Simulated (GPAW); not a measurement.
**Dielectric function and optical constants of Ti**

Aim: the dielectric function of Ti, and the optical constants that follow from it.

Main program and level: GPAW 26.7.0; DFT, PBE, plane-wave PAW (GPAW data sets), scalar-relativistic, RPA, optical limit.

Report form: the programs' logs are mostly left out.

### Step 1. Set-up

Symmetry: P6_3/mmc, No. 194, hexagonal system. The conventional cell has a = 2.950 Å, b = 2.950 Å, c = 4.680 Å, α = 90.00°, β = 90.00°, γ = 120.00°. Ti has 12 Ti at 2.89 to 2.95 Å nearest.

### Step 2. Ground state

The self-consistent density comes first; it also tells whether there is a gap, which decides the occupations and the need for a Drude term.

This step: DFT, PBE, plane-wave PAW (GPAW data sets), scalar-relativistic, ground state (GPAW 26.7.0).

File gs.py:

```python
from ase import Atoms
from ase.dft.bandgap import bandgap
from gpaw import GPAW, PW, FermiDirac

atoms = Atoms(['Ti', 'Ti'],
              cell=[[2.950000000000, 0.000000000000, 0.000000000000],
                    [-1.475000000000, 2.554774941200, 0.000000000000],
                    [0.000000000000, 0.000000000000, 4.680000000000]],
              scaled_positions=[[0.666666666700, 0.333333333300, 0.750000000000],
                                [0.333333333300, 0.666666666700, 0.250000000000]],
              pbc=[True, True, True])
atoms.calc = GPAW(mode=PW(500), xc='PBE', kpts={'size': (9, 9, 5), 'gamma': True},
                  occupations=FermiDirac(0.05), maxiter=150, txt='gs.txt')
print('energy (eV)', atoms.get_potential_energy())
print('Fermi level (eV)', atoms.calc.get_fermi_level())
print('valence electrons', atoms.calc.get_number_of_electrons())
print('gap (eV)', bandgap(atoms.calc, output=None)[0])
print('direct gap (eV)', bandgap(atoms.calc, direct=True, output=None)[0])
atoms.calc.write('gs.gpw')
```

Command:

```console
> OMP_NUM_THREADS=1 python gs.py
```

Run time: 14 s. Hardware: 1 thread of Arm Neoverse V1, shared host; peak memory 0.17 GiB.

This step gave:

- energy: -13.30 eV
- Fermi energy: 8.381 eV
- electrons: 24

There are states at the Fermi level within the smearing, so the occupations stay smeared and the carriers get a Drude term.

### Step 3. Bands for the response

At the fixed density, many empty bands are solved on the mesh of the response, since the spectrum sums over them.

This step: DFT, PBE, plane-wave PAW (GPAW data sets), scalar-relativistic, bands at fixed density (GPAW 26.7.0).

File nscf.py:

```python
from ase.dft.bandgap import bandgap
from gpaw import GPAW, FermiDirac

calc = GPAW('gs.gpw').fixed_density(kpts={'size': (21, 21, 11), 'gamma': True}, nbands=37, convergence={'bands': 31},
                                    occupations=FermiDirac(0.05), txt='nscf.txt')
print('gap (eV)', bandgap(calc, output=None)[0])
print('direct gap (eV)', bandgap(calc, direct=True, output=None)[0])
print('top band over the Fermi level (eV)', min(calc.get_eigenvalues(kpt=k)[30] for k in range(len(calc.get_ibz_k_points()))) - calc.get_fermi_level())
calc.write('full.gpw', mode='all')
```

Command:

```console
> OMP_NUM_THREADS=1 python nscf.py
```

The job ended after 3.2 min (1 thread; peak memory 0.5 GiB).

### Step 4. Dielectric function, RPA

Transitions between filled and empty bands, summed over the zone, give the optical response, so mesh, band count and broadening shape it.

The induced potential is part of this response.

This step: DFT, PBE, plane-wave PAW (GPAW data sets), scalar-relativistic, RPA, optical limit (GPAW 26.7.0).

File df.py:

```python
from gpaw.response.df import DielectricFunction

df = DielectricFunction('full.gpw', frequencies={'type': 'nonlinear', 'domega0': 0.03, 'omega2': 8},
                        ecut=50,
                        eta=0.15,
                        nbands=31,
                        rate=0.05,
                        txt='df.txt')
for direction in ['x', 'z']:
    df.get_dielectric_function(xc='RPA', direction=direction, filename=f'df_{direction}.csv')
```

Command:

```console
> OMP_NUM_THREADS=1 python df.py
```

It took 46 s on 1 thread; peak memory 0.26 GiB.

This step gave:

```
main peak of the optical conductivity above 1 eV, first axis : 2.040 eV
```

Some rows of df_x.csv (energy; Re and Im without local fields; Re and Im with them):

```text
0.000000, 4868.032980, -0.000000, 4868.001809, -0.000000
0.460735, -10.394945, 31.819180, -10.390929, 31.796052
0.943989, 12.461279, 33.823748, 12.491726, 33.821146
1.451455, 8.816257, 28.957909, 8.704732, 28.912568
1.984998, -0.077451, 26.806952, 0.423625, 27.048488
2.546682, -3.563890, 18.003086, -3.860969, 18.162904
3.138794, -2.398415, 15.035412, -2.461639, 14.959524
3.763875, -4.088559, 13.488955, -4.079799, 13.497627
4.424758, -7.823452, 7.491577, -7.919606, 7.526109
5.124608, -4.136997, 3.462237, -4.181657, 3.458907
5.866977, -0.896492, 2.930630, -0.938838, 2.916839
6.655862, -2.547650, 5.574337, -2.542159, 5.558275
7.495775, -2.277856, 2.626251, -2.221649, 2.710431
8.391833, -0.817634, 1.122303, -0.908239, 1.154459
9.349861, 0.059672, 2.594114, 0.073216, 2.565102
10.376517, -0.742173, 2.496698, -0.744848, 2.579588
11.479449, -1.004892, 1.588173, -1.068682, 1.661478
12.667487, -0.572347, 0.990993, -0.649558, 1.034965
13.950874, -0.379577, 0.772501, -0.452828, 0.812515
```

Im ε against photon energy; read off at these points:

| photon energy (eV) | E ∥ x | E ∥ z |
| --- | --- | --- |
| 0.50 | 31.1 | 66.2 |
| 0.91 | 33.8 | 43.7 |
| 1.00 | 33.4 | 41.1 |
| 1.50 | 28.9 | 41.3 |
| 2.00 | 26.9 | 20.3 |
| 2.50 | 18.8 | 17.0 |
| 3.00 | 15.0 | 16.8 |
| 3.50 | 14.4 | 14.9 |
| 4.00 | 13.0 | 12.2 |
| 4.50 | 6.59 | 7.21 |
| 5.00 | 3.81 | 4.17 |
| 5.50 | 2.82 | 3.10 |
| 6.00 | 3.35 | 3.93 |
| 6.50 | 5.86 | 5.14 |
| 7.00 | 3.69 | 2.70 |
| 7.50 | 2.71 | 1.57 |
| 8.00 | 1.34 | 1.18 |
| 8.50 | 1.12 | 1.66 |
| 9.00 | 1.70 | 2.25 |
| 9.50 | 2.46 | 2.25 |
| 10.00 | 2.68 | 1.90 |
| 10.50 | 2.48 | 1.95 |
| 11.00 | 2.06 | 2.16 |
| 11.50 | 1.64 | 1.65 |
| 12.00 | 1.32 | 1.17 |
| 12.50 | 1.10 | 0.895 |
| 13.00 | 1.03 | 0.701 |
| 13.50 | 0.920 | 0.639 |

Table of Re ε by photon energy:

| photon energy (eV) | E ∥ x | E ∥ z |
| --- | --- | --- |
| 0.5 | -2.51 | 15.3 |
| 1.0 | 11.5 | 5.20 |
| 1.5 | 8.25 | -3.95 |
| 2.0 | 0.185 | -5.07 |
| 2.5 | -3.79 | -2.26 |
| 3.0 | -1.61 | -1.97 |
| 3.5 | -3.09 | -5.03 |
| 4.0 | -6.61 | -7.37 |
| 4.5 | -7.60 | -7.60 |
| 5.0 | -4.72 | -5.26 |
| 5.5 | -2.52 | -3.01 |
| 6.0 | -0.425 | -0.936 |
| 6.5 | -1.01 | -3.64 |
| 7.0 | -3.04 | -3.42 |
| 7.5 | -2.23 | -2.39 |
| 8.0 | -1.80 | -1.16 |
| 8.5 | -0.682 | -0.401 |
| 9.0 | 0.634 | -0.0440 |
| 9.5 | -0.0807 | -0.789 |
| 10.0 | -0.230 | -0.656 |
| 10.5 | -0.790 | -0.391 |
| 11.0 | -1.01 | -0.856 |
| 11.5 | -1.06 | -1.16 |
| 12.0 | -0.932 | -1.12 |
| 12.5 | -0.722 | -0.674 |
| 13.0 | -0.530 | -0.718 |
| 13.5 | -0.512 | -0.285 |

The reflectivity at normal incidence has structure finer than the step of the table below, so its rows give means over 0.5 eV, whole bins alone (the curve runs from 0.305 to 14.0 eV). Peaks (eV: height): E ∥ x 4.56: 66.8, 7.91: 56.6, 12.10: 38.5; E ∥ z 4.70: 66.6, 7.15: 60.8, 9.55: 31.1, 12.18: 46.0, 13.00: 45.2.

Table of reflectivity at normal incidence by photon energy; means over each step:

| photon energy (eV) | E ∥ x (%) | E ∥ z (%) |
| --- | --- | --- |
| 1.0 | 57.5 | 64.0 |
| 1.5 | 56.2 | 65.4 |
| 2.0 | 58.2 | 59.8 |
| 2.5 | 56.7 | 53.6 |
| 3.0 | 52.1 | 53.3 |
| 3.5 | 52.9 | 56.7 |
| 4.0 | 58.9 | 60.7 |
| 4.5 | 65.7 | 65.4 |
| 5.0 | 62.2 | 63.9 |
| 5.5 | 49.6 | 53.1 |
| 6.0 | 30.8 | 36.8 |
| 6.5 | 38.3 | 50.6 |
| 7.0 | 50.8 | 59.2 |
| 7.5 | 50.1 | 59.1 |
| 8.0 | 53.0 | 45.3 |
| 8.5 | 33.7 | 25.4 |
| 9.0 | 14.6 | 23.1 |
| 9.5 | 22.1 | 30.0 |
| 10.0 | 25.2 | 29.2 |
| 10.5 | 31.0 | 26.5 |
| 11.0 | 34.3 | 31.8 |
| 11.5 | 37.4 | 39.2 |
| 12.0 | 38.0 | 44.4 |
| 12.5 | 35.7 | 39.8 |
| 13.0 | 32.2 | 43.1 |
| 13.5 | 32.3 | 31.7 |

Values under 1 per cm are given as 1. The absorption coefficient by photon energy:

| photon energy (eV) | E ∥ x (1/cm) | E ∥ z (1/cm) |
| --- | --- | --- |
| 0.492 | 2.1e5 | 2.6e5 |
| 1.010 | 3.5e5 | 4.3e5 |
| 1.486 | 5.0e5 | 7.1e5 |
| 1.985 | 7.3e5 | 7.3e5 |
| 2.508 | 8.6e5 | 7.9e5 |
| 3.018 | 8.9e5 | 9.4e5 |
| 3.510 | 1.1e6 | 1.1e6 |
| 3.980 | 1.3e6 | 1.3e6 |
| 4.516 | 1.3e6 | 1.4e6 |
| 4.981 | 1.2e6 | 1.2e6 |
| 5.515 | 9.8e5 | 1.1e6 |
| 6.021 | 8.4e5 | 9.7e5 |
| 6.494 | 1.2e6 | 1.5e6 |
| 6.985 | 1.4e6 | 1.4e6 |
| 7.496 | 1.3e6 | 1.2e6 |
| 8.026 | 1.1e6 | 9.5e5 |
| 8.516 | 8.5e5 | 8.9e5 |
| 9.023 | 7.2e5 | 9.9e5 |
| 9.483 | 1.1e6 | 1.2e6 |
| 10.026 | 1.2e6 | 1.2e6 |
| 10.519 | 1.4e6 | 1.2e6 |
| 11.029 | 1.4e6 | 1.4e6 |
| 11.479 | 1.4e6 | 1.5e6 |
| 12.023 | 1.4e6 | 1.4e6 |
| 12.504 | 1.3e6 | 1.2e6 |
| 13.000 | 1.2e6 | 1.2e6 |
| 13.512 | 1.2e6 | 9.6e5 |

The loss function −Im 1/ε at q → 0 has structure finer than the step of the table below, so its rows give means over 0.5 eV, whole bins alone (the curve runs from 0.305 to 14.0 eV). Peaks (eV: height): E ∥ x 5.92: 0.312, 8.77: 0.883; E ∥ z 8.33: 0.620.

Table of loss function −Im 1/ε at q → 0 by energy loss; means over each step:

| energy loss (eV) | E ∥ x | E ∥ z |
| --- | --- | --- |
| 1.0 | 0.0274 | 0.0227 |
| 1.5 | 0.0321 | 0.0257 |
| 2.0 | 0.0375 | 0.0452 |
| 2.5 | 0.0516 | 0.0577 |
| 3.0 | 0.0659 | 0.0592 |
| 3.5 | 0.0675 | 0.0598 |
| 4.0 | 0.0627 | 0.0610 |
| 4.5 | 0.0676 | 0.0662 |
| 5.0 | 0.105 | 0.0927 |
| 5.5 | 0.202 | 0.168 |
| 6.0 | 0.281 | 0.223 |
| 6.5 | 0.175 | 0.136 |
| 7.0 | 0.165 | 0.144 |
| 7.5 | 0.210 | 0.199 |
| 8.0 | 0.286 | 0.429 |
| 8.5 | 0.657 | 0.578 |
| 9.0 | 0.575 | 0.447 |
| 9.5 | 0.400 | 0.404 |
| 10.0 | 0.370 | 0.459 |
| 10.5 | 0.363 | 0.476 |
| 11.0 | 0.390 | 0.404 |
| 11.5 | 0.430 | 0.404 |
| 12.0 | 0.514 | 0.456 |
| 12.5 | 0.645 | 0.664 |
| 13.0 | 0.764 | 0.753 |
| 13.5 | 0.837 | 1.25 |

Optical constants at common wavelengths, from n + ik = √ε:

| wavelength (nm) | n x | k x | R (%) x | 1/α x | n z | k z | R (%) z | 1/α z |
| --- | --- | --- | --- | --- | --- | --- | --- | --- |
| 1064 | 4.59 | 3.368 | 56.9 | 25 nm | 4.91 | 4.109 | 62.1 | 21 nm |
| 800 | 4.34 | 3.326 | 56.1 | 19 nm | 4.04 | 4.836 | 66.9 | 13 nm |
| 532 | 3.00 | 3.532 | 57.9 | 12 nm | 2.77 | 3.198 | 54.7 | 13 nm |
| 450 | 2.48 | 3.091 | 54.2 | 12 nm | 2.75 | 2.996 | 52.2 | 12 nm |
| 405 | 2.59 | 2.936 | 51.8 | 11 nm | 2.69 | 3.110 | 53.8 | 10 nm |
| 365 | 2.46 | 2.910 | 51.9 | 10.0 nm | 2.43 | 3.244 | 56.4 | 9.0 nm |
| 193 | 1.58 | 1.718 | 34.2 | 8.9 nm | 1.29 | 2.197 | 48.8 | 7.0 nm |

In reflection the computed colour is light grey: x = 0.320, y = 0.336, luminous reflectivity 57 %.

### Step 5. Results

| Quantity | Value |
| --- | --- |
| main peak of the optical conductivity above 1 eV, first axis | 2.04 eV |

In words: At this level (PBE, RPA) Ti is a metal; it reflects 58 % at 550 nm for E ∥ x. In reflection the computed colour is light grey: x = 0.320, y = 0.336, luminous reflectivity 57 %. The carriers' damping of 0.05 eV is typed, not computed; it shapes the response at the lowest energies. The sum runs over mesh points, so small or evenly spaced maxima can still be ripples of the mesh. In this version of GPAW the matrix elements of the optical limit are incomplete, which can lower ε − 1 by up to a tenth where first-row anions or d states rule, and shift it by more in d metals. GPAW's carrier term has the form −ωp²/(ω + i·rate)², which damps like twice the rate and fails at low energy, so the curves leave the lowest energies out.

[Machine, clock and banner lines and Python warnings are left out of the logs.]

[Logs are printed without paths, hosts, clocks, repeated set-up lines and the standing remarks that a program may print on its own settings, such as how far it seeks lower states.]

[Hosts, paths, dates, database ids (printed as entryN), source tags and the programs' standing remarks are cut or masked in the printed files.]
